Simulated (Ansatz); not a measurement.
## Structural relaxation of generalised stacking fault on (111) (shuffle set) of a GaAs-GaSb solid solution (48 atoms)

Aim: bring generalised stacking fault on (111) (shuffle set) of a GaAs-GaSb solid solution (48 atoms) to a nearby minimum of the energy and see what moves.

Method: Kohn-Sham DFT, revPBE, PAW (set soft_2), plane waves, in Ansatz 0.2.0.

Most raw output is cut from this account.

## 1. The starting structure

The cell holds 48 atoms: 24 Ga, 10 Sb and 14 As. Its edges and angles: a = 8.267 Å, b = 7.159 Å, c = 20.540 Å, α = 90.0°, β = 80.3°, γ = 90.0°. It derives from GaAs and GaSb. Zinc-blende GaAs lattice (a = 5.8453 Å, the value set for the mixture), cell with z along [111], 2 x 1 x 2 periods; the third cell vector is tilted by 0.833 of 1/2[1-10] and lengthened by 0 Å, so the cell holds one fault (shuffle set); displaced by a Gaussian of 0.01 Å; 10 of 24 As sites given to Sb at random (lattice constant by Vegard's rule between GaAs and GaSb).

Before any run, some limits are plain. Atoms were free to move along the slip, so the relaxation can undo part or all of it. The host structure and its lattice constant were typed by rule, without a check against the phase diagram. No spin–orbit coupling is included, so levels derived from the heavy atoms are approximate.

## 2. Single point at the start

A single point comes first, to see the forces before anything moves.

File input.yaml:

```yaml
crystal:
  lattice:
    - [8.2665, 0.0, 0.0]
    - [0.0, 7.159, 0.0]
    - [3.4444, 0.0, 20.24871]
  atoms:
    - { symbol: Ga, position: [0.36103, 0.49949, 0.93768] }
    - { symbol: Sb, position: [0.72318, 0.4992, 0.06321] }
    - { symbol: Ga, position: [0.70661, 0.83, 0.10396] }
    - { symbol: As, position: [0.65311, 0.83388, 0.2295] }
    - { symbol: Ga, position: [0.86029, 0.49954, 0.93758] }
    - { symbol: As, position: [0.225, 0.4992, 0.06177] }
    - { symbol: Ga, position: [0.20674, 0.82928, 0.10454] }
    - { symbol: As, position: [0.15464, 0.834, 0.22878] }
[... 36 atom lines left out ...]
    - { symbol: Ga, position: [0.68076, 0.66722, 0.77169] }
    - { symbol: As, position: [0.62429, 0.66543, 0.89609] }
    - { symbol: Ga, position: [0.92855, 0.16662, 0.77061] }
    - { symbol: Sb, position: [0.87853, 0.16416, 0.8957] }
kpoints:
  mp_grid: { grid: [2, 2, 1] }
hamiltonian:
  xc: revpbe
scf:
  occupations: { method: fermi_dirac, width: 0.025 }
output:
  forces: true
```

Launch:

```console
ansatz run input.yaml --threads 4 --pin off --max-ram 8192MiB --backend cpu --events-out ev --progress --plain --runs-dir out
```

Run time: 45 s. Hardware: 4 threads of Arm Neoverse V1, shared host; peak memory 6.3 GiB.

The program notes that it cut back its work space to fit the memory limit.

The run gave:

```
free energy            : -223847.0970 eV
free energy per atom   : -4663.4812 eV/atom
SCF cycles             : 8
r.m.s. force component : 0.5218 eV/Å
longest force          : 1.685 eV/Å
Fermi energy           : 8.323 eV
```

The r.m.s. force component of 0.52 eV/Å sets the starting point.

Length of the force by element:

```csv
element,coordination,atoms,mean length of the force (eV/Å),spread,least,most
As,all,14,0.264,0.144,0.0663,0.601
Ga,all,24,1.16,0.401,0.0481,1.69
Sb,all,10,0.363,0.222,0.155,0.932
```

## 3. Relaxation

The atoms are relaxed in the fixed cell, aiming at the force tolerance of the input.

input.yaml, as its differences from that of step 2:

```diff
@@ -15 +15,4 @@
   forces: true
+relax:
+  f_tol: 0.03
+  max_steps: 86
```

The job ended after 3.4 min (4 threads; peak memory 5.3 GiB).

Relaxation path:

```csv
step,energy less that of the first step (eV),largest force component (eV/Å)
1,0.0000,1.3279
2,-2.1087,0.2489
3,-2.3789,0.0746
4,-2.3918,0.0783
5,-2.3951,0.0231
```

The atoms that moved most (Å):

```csv
atom,dx,dy,dz,length
Ga23,0.409,0.051,0.082,0.421
Ga5,-0.407,0.030,0.022,0.409
Ga7,0.367,-0.031,0.112,0.385
Sb48,-0.361,0.000,-0.046,0.364
Ga21,-0.316,-0.137,0.112,0.362
As6,0.332,0.036,0.102,0.349
Sb22,0.297,-0.022,0.082,0.309
Ga9,-0.289,0.016,-0.007,0.290
```

The relaxation changed the energy by -49.9 meV/atom, and atoms moved by 0.23 Å r.m.s., 0.42 Å at most.

## 4. Local order after relaxation

Bonds before and after, by the cutoffs listed below:

| pair | bonds before | bonds after | mean before (Å) | mean after (Å) | spread before (Å) | spread after (Å) |
| --- | --- | --- | --- | --- | --- | --- |
| Ga-As | 56 | 56 | 2.533 | 2.477 | 0.021 | 0.022 |
| Ga-Sb | 40 | 40 | 2.538 | 2.615 | 0.024 | 0.014 |

Density 5.46 g/cm³, 24.96 Å³ an atom.

g(r), total and by pair (bins of 0.2 Å):

```
r (Å)  total  Ga-Ga  Ga-As  Ga-Sb  As-As  As-Sb  Sb-Sb
 2.40   3.12   0.00  10.70   0.00   0.00   0.00   0.00
 2.60   3.06   0.00   2.23  11.60   0.00   0.00   0.00
 2.80   0.00   0.00   0.00   0.00   0.00   0.00   0.00
 3.00   0.00   0.00   0.00   0.00   0.00   0.00   0.00
 3.20   0.00   0.00   0.00   0.00   0.00   0.00   0.00
 3.40   0.00   0.00   0.00   0.00   0.00   0.00   0.00
 3.60   0.00   0.00   0.00   0.00   0.00   0.00   0.00
 3.80   0.03   0.11   0.00   0.00   0.00   0.00   0.00
 4.00   2.49   5.50   0.00   0.00   6.21   4.38   1.17
 4.20   4.03   6.60   0.00   0.00   7.92   9.64  12.40
 4.40   0.44   1.75   0.00   0.00   0.00   0.00   0.00
 4.60   0.57   0.00   1.05   1.28   0.00   0.00   0.00
 4.80   2.87   0.00   6.02   5.33   0.00   0.00   0.00
 5.00   1.61   0.00   3.04   3.46   0.00   0.00   0.00
 5.20   0.03   0.00   0.05   0.08   0.00   0.00   0.00
 5.40   0.01   0.06   0.00   0.00   0.00   0.00   0.00
 5.60   0.21   0.42   0.00   0.00   0.30   0.53   0.30
 5.80   0.98   1.77   0.00   0.00   2.28   2.21   1.68
 6.00   0.55   1.25   0.00   0.00   0.55   1.25   0.81
 6.20   0.82   0.00   1.58   1.74   0.00   0.00   0.00
 6.40   1.72   0.00   3.86   2.87   0.00   0.00   0.00
 6.60   0.40   0.00   0.46   1.25   0.00   0.00   0.00
 6.80   0.07   0.28   0.00   0.00   0.00   0.00   0.00
 7.00   1.26   2.82   0.00   0.00   1.86   2.26   2.69
 7.20   2.82   4.52   0.05   0.04   6.88   6.74   6.09
 7.40   1.11   1.65   1.00   1.47   0.45   0.44   0.35
 7.60   1.66   0.03   3.37   3.19   0.00   0.00   0.00
 7.80   0.49   0.05   1.06   0.82   0.00   0.00   0.00
```

Bonds by pair of elements; cutoffs follow the first minimum of g(r), held within bounds set by covalent radii, and pairs that aren't listed don't count as bonded:

```csv
pair A-B,cutoff (Å),bonds,mean length (Å),spread (Å),shortest (Å),B about A,A about B
Ga-As,2.93,56,2.48,0.022,2.44,2.33,4
Ga-Sb,3.05,40,2.62,0.014,2.58,1.67,4
```

How many atoms have how many bonded neighbours:

```
element  mean   4
     As     4  14
     Ga     4  24
     Sb     4  10
```

Bond angles (no mean is given where the spread exceeds 20°):

```
   angle  count  mean (°)  spread (°)
Ga-As-Ga     84       109         2.9
As-Ga-Sb     70       109         2.8
Ga-Sb-Ga     60       109         2.2
As-Ga-As     49       112         2.4
Sb-Ga-Sb     25       107         2.5
```

Rings of the network by King's shortest-path rule, up to 12 atoms, one path for each pair of neighbours; H, halogens, alkali and alkaline-earth atoms are left out, and the last column divides by all other atoms, bonded or not:

```
ring size (atoms)  rings  per network atom
                6     96                 2
```

Counting bonds as in the table, all As atoms have 4, all Ga atoms have 4 and all Sb atoms have 4 bonded neighbours. The Ga-As-Ga angle averages 109° with a spread of 3°. All rings counted have 6 atoms.

## 5. Single point at the relaxed geometry

One more single point at the end of the walk gives the fuller output and checks the residual forces.

File input.yaml:

```yaml
crystal:
  lattice:
    - [8.2665, 0.0, 0.0]
    - [0.0, 7.159, 0.0]
    - [3.4444, 0.0, 20.24871]
  atoms:
    - { symbol: Ga, position: [0.3324, 0.50783, 0.9453] }
    - { symbol: Sb, position: [0.75192, 0.49804, 0.06692] }
    - { symbol: Ga, position: [0.7216, 0.84084, 0.11049] }
    - { symbol: As, position: [0.67233, 0.83229, 0.23098] }
    [... 38 atom lines left out ...]
    - { symbol: Ga, position: [0.75276, 0.34899, 0.60693] }
    - { symbol: As, position: [0.68522, 0.33908, 0.72841] }
    - { symbol: Ga, position: [0.66744, 0.66135, 0.77264] }
    - { symbol: As, position: [0.59054, 0.66707, 0.89645] }
    - { symbol: Ga, position: [0.91194, 0.15645, 0.76402] }
    - { symbol: Sb, position: [0.83575, 0.16417, 0.89343] }
kpoints:
  mp_grid: { grid: [2, 2, 1] }
hamiltonian:
  xc: revpbe
scf:
  occupations: { method: fermi_dirac, width: 0.025 }
output:
  forces: true
  stress: true
  populations: true
  dos:
    method: { smearing: { sigma: 0.1 } }
    de: 0.1
    projected: { site_lists: { As: [As], Ga: [Ga], Sb: [Sb] } }
  eigenvalues: true
  write_density: true
  write_potential: true
  volumetric_format: npy
```

It took 94 s on 4 threads; peak memory 5.2 GiB.

The run gave:

```
free energy                             : -223849.4921 eV
free energy per atom                    : -4663.5311 eV/atom
SCF cycles                              : 8
pressure                                : 4.386 GPa
r.m.s. force component                  : 0.00783 eV/Å
longest force                           : 0.0281 eV/Å
Fermi energy                            : 8.25 eV
levels partly filled by over 2 per cent : 3
spilling of the projection              : 0.001523
```

Löwdin charges by element (they lack the spilled electrons, 0.021 e an atom on average):

| element | coordination | atoms | mean charge (e) | spread | least | most |
| --- | --- | --- | --- | --- | --- | --- |
| As | all | 14 | -0.013 | 0.0056 | -0.024 | -0.0051 |
| Ga | all | 24 | -0.0864 | 0.0948 | -0.317 | 0.0691 |
| Sb | all | 10 | 0.328 | 0.0062 | 0.320 | 0.338 |

Charge against the make-up of the first shell:

```csv
Sb neighbours of Ga,atoms,mean charge (e)
0,2,0.068
1,10,-0.022
2,7,-0.115
3,4,-0.216
4,1,-0.317
```

Density of states as counts of states in windows of 1 eV (from the Fermi level), total and the larger projections:

| from (eV) | to (eV) | total | Ga p | As p | Sb p | Ga s | As s | Ga d |
| --- | --- | --- | --- | --- | --- | --- | --- | --- |
| -18 | -16 | 0.0 | 0.0 | 0.0 | 0.0 | 0.0 | 0.0 | 0.0 |
| -16 | -15 | 155.7 | 0.2 | 0.3 | 0.1 | 0.0 | 0.7 | 154.1 |
| -15 | -14 | 84.3 | 0.0 | 0.1 | 0.1 | 0.0 | 0.0 | 83.9 |
| -14 | -13 | 0.0 | 0.0 | 0.0 | 0.0 | 0.0 | 0.0 | 0.0 |
| -13 | -12 | 3.1 | 0.3 | 0.0 | 0.0 | 0.9 | 1.5 | 0.0 |
| -12 | -11 | 17.4 | 3.4 | 0.3 | 0.2 | 2.9 | 9.4 | 0.5 |
| -11 | -10 | 13.8 | 3.1 | 0.2 | 0.2 | 1.7 | 5.5 | 0.3 |
| -10 | -9 | 13.7 | 3.3 | 0.3 | 0.2 | 1.5 | 0.8 | 0.2 |
| -9 | -8 | 0.0 | 0.0 | 0.0 | 0.0 | 0.0 | 0.0 | 0.0 |
| -8 | -7 | 0.3 | 0.0 | 0.1 | 0.1 | 0.2 | 0.0 | 0.0 |
| -7 | -6 | 26.2 | 2.0 | 6.8 | 3.9 | 12.0 | 0.7 | 0.1 |
| -6 | -5 | 11.7 | 1.2 | 3.0 | 1.7 | 4.1 | 0.8 | 0.1 |
| -5 | -4 | 6.4 | 0.9 | 1.9 | 0.9 | 1.7 | 0.4 | 0.0 |
| -4 | -3 | 29.5 | 10.2 | 11.1 | 5.5 | 1.6 | 0.4 | 0.1 |
| -3 | -2 | 33.8 | 11.3 | 13.6 | 7.4 | 0.8 | 0.2 | 0.1 |
| -2 | -1 | 27.9 | 8.5 | 9.1 | 9.4 | 0.4 | 0.1 | 0.1 |
| -1 | 0 | 8.3 | 1.9 | 2.7 | 3.2 | 0.3 | 0.1 | 0.1 |
| 0 | 1 | 2.9 | 0.7 | 0.4 | 0.3 | 0.9 | 0.4 | 0.0 |
| 1 | 2 | 24.7 | 7.5 | 3.9 | 2.9 | 5.6 | 1.7 | 0.0 |
| 2 | 3 | 25.2 | 7.3 | 4.5 | 3.5 | 5.1 | 1.3 | 0.0 |
| 3 | 4 | 28.2 | 14.8 | 3.6 | 2.8 | 1.8 | 0.8 | 0.0 |
| 4 | 5 | 34.2 | 16.1 | 5.0 | 3.9 | 1.8 | 0.6 | 0.0 |

The stored curve holds about 432 of the 672 electrons; the rest, give or take the few that broadening carries across the Fermi level, lie in deeper levels below its range.

The levels nearest the highest filled one (over half full), pooled over k-points and spins:

```csv
level less the highest filled one (eV),occupation
-0.362,2
-0.353,2
-0.317,2
-0.153,2.00
-0.0593,1.95
0,1.58
0.0634,0.464
0.476,0
0.615,0
0.821,0
1.03,0
1.04,0
```

Valence density in the ca plane at fractional y = 0.002, with atoms of Ga and As and Sb within 0.2 Å of it. It is the smooth field of the valence electrons, not physical close to the nuclei.

Ten steps, logarithmic in the rise over the least value, from '0' (0 e/Å³) to '9' (26 e/Å³), each cell a mean:
```
12477521000000000000001111000000000000001111
01234321000000000000001343210111111000001121
00112210000000000000002698411123321000001111
00011110000000000000002699522246642100000111
00000110000000000000001366322358863100000000
00000100000011110000001122211258863100000000
00001110000112211000011111101135542100000000
01111110000112211000011110000012221100000000
11233210000011111000111110000001111000000000
22576421000000000000011110000000111000000000
23699621000000000000011110000000011000001111
12588621000000000000001111000000111000011111
01245321000000000000001222100001111000011221
00112210000000000000001366311112211000001111
00001110000000000000002599621235421000000111
00000000000000000000001489622368852100000000
00000000000011110000001245321269962100000000
00011100000111211000001111111246752100000000
11111110000011211000011111000112321100000000
12343210000011111000011110000001111000000000
22577421000000000000011110000000010000000000
23699631000000000000001110000000000000001111
```
Columns run along c (16.0 Å, from fractional 0.00 to 0.78 of the cell), rows up along a (8.3 Å). Atoms in or near the plane, at fractional coordinates: As at (0.07, 0.50), Sb at (0.07, 0.01), Ga at (0.44, 0.31), As at (0.56, 0.25), Ga at (0.43, 0.84), Sb at (0.56, 0.77).

Electrostatic potential energy in the ca plane at fractional y = 0.002, with atoms of Ga and As and Sb within 0.2 Å of it. With pseudopotentials it is smooth inside the atoms' cores, unlike the true potential.

Values in eV, 12 rows by 16 columns, each cell a mean:
```
  2  11  12  11  11   9  -4   4   9   7   9  10   8   5   9   9
  8  11  11  11  12   6 -14  -8   0 -10   5  11   9   6   9   7
  8  11   9  10  11   9  -9  -7  -6 -15  -4  11  11  10  10   9
  7  10   6   7  10   9   6   7   1 -14  -3  11  12  11  11  11
  9  11   8   7  10   6   6  11  10   3   7  11  11  11  12  11
  5  11  11  10  11   7   7  11  11   8   7  10   8   9  11  11
  5  12  12  11  11  10   3   7  11   8   6  10   5   5  10  10
  9  11  11  11  11   8 -12  -7   4  -2   8  11   7   6  10   8
  9  11   9  10  11   9 -12 -11  -2   7   2  11  11  10  11  10
  9  10   7   6  10   9   2   1   1   2   1  11  12  11  12  11
  8  11   8   7  10   8   8  10  10   3   8  11  11  11  12  10
  2  11  11  10  11  10   8  11  11  10   9  11  10   9  11  11
```
Columns run along c (16.0 Å, from fractional 0.11 to 0.89 of the cell; values clipped at the 3rd and 97th percentile), rows up along a (8.3 Å). Atoms in or near the plane, at fractional coordinates: Ga at (0.44, 0.31), As at (0.56, 0.25), Ga at (0.43, 0.84), Sb at (0.56, 0.77).

Mean Löwdin charges: As -0.01, Ga -0.09, Sb +0.33 e. Charges this small depend on the projection, at times even in sign. The charge on Ga changes by -0.096 e for each Sb neighbour that takes the place of another kind, on average.

A closer look about Ga9, whose charge lies farthest from its element's mean: 8 atoms, nearest first, numbered in the order of the input, with positions taken from that point.

```
atom      x      y      z  distance (Å)  bonds  Löwdin charge (e)
 Ga9   0.00   0.00   0.00          0.00      4              -0.32
Sb48  -2.12   1.16  -0.90          2.58      4               0.34
Sb38   0.01  -2.44  -0.87          2.59      4               0.34
Sb40   2.13   1.23  -0.84          2.60      4               0.34
Sb22  -0.10  -0.03   2.60          2.60      4               0.33
Ga21   4.13  -0.15   0.11          4.13      4              -0.11
Ga21  -4.14  -0.15   0.11          4.15      4              -0.11
 Ga1   2.16  -3.54   0.15          4.15      4              -0.12
```

The column of bonds counts only the pairs Ga-As within 2.93 Å, Ga-Sb within 3.05 Å; other neighbours, such as metal atoms beside each other in a compound, aren't counted, and periodic images can show an atom twice.

## 6. Summary of results

```
energy change in the relaxation : -49.9 meV/atom
r.m.s. displacement             : 0.226 Å
largest displacement            : 0.421 Å
free energy per atom            : -4663.5311 eV/atom
density                         : 5.46 g/cm³
pressure                        : 4.386 GPa
r.m.s. force component          : 0.00783 eV/Å
wall time of the 3 DFT runs     : 5.7 min
```

In words: Relaxation lowers the energy by 49.9 meV/atom and moves atoms by 0.23 Å r.m.s.; the r.m.s. force component goes from 0.52 to 0.0078 eV/Å. By the final cutoffs no bond was broken or made. Layers on the two sides of the fault moved in opposite directions along the plane, so much of the imposed slip has spread into a shear of the crystal. From the first step to the last the energy fell by 2.395 eV, and the largest move was 0.42 Å (Ga23). The Ga-Sb bonds change most in mean length: from 2.538 Å (spread 0.024) to 2.615 Å (spread 0.014). Counting bonds as in the table, all As atoms have 4, all Ga atoms have 4 and all Sb atoms have 4 bonded neighbours. Counting bands leaves a spacing of only 0.063 eV (on the run's k-points), which the smearing bridges: 3 levels are partly filled by over 2 %, so a gap, if any, is small at this level.

Caveats: Atoms were free to move along the slip, so the relaxation can undo part or all of it. The pressure of 4.4 GPa means that a free cell would grow at this level.

[Logs are printed without paths, hosts, clocks, repeated set-up lines and the standing remarks that a program may print on its own settings, such as how far it seeks lower states.]

[Hosts, paths, dates, database ids (printed as entryN), source tags and the programs' standing remarks are cut or masked in the printed files.]
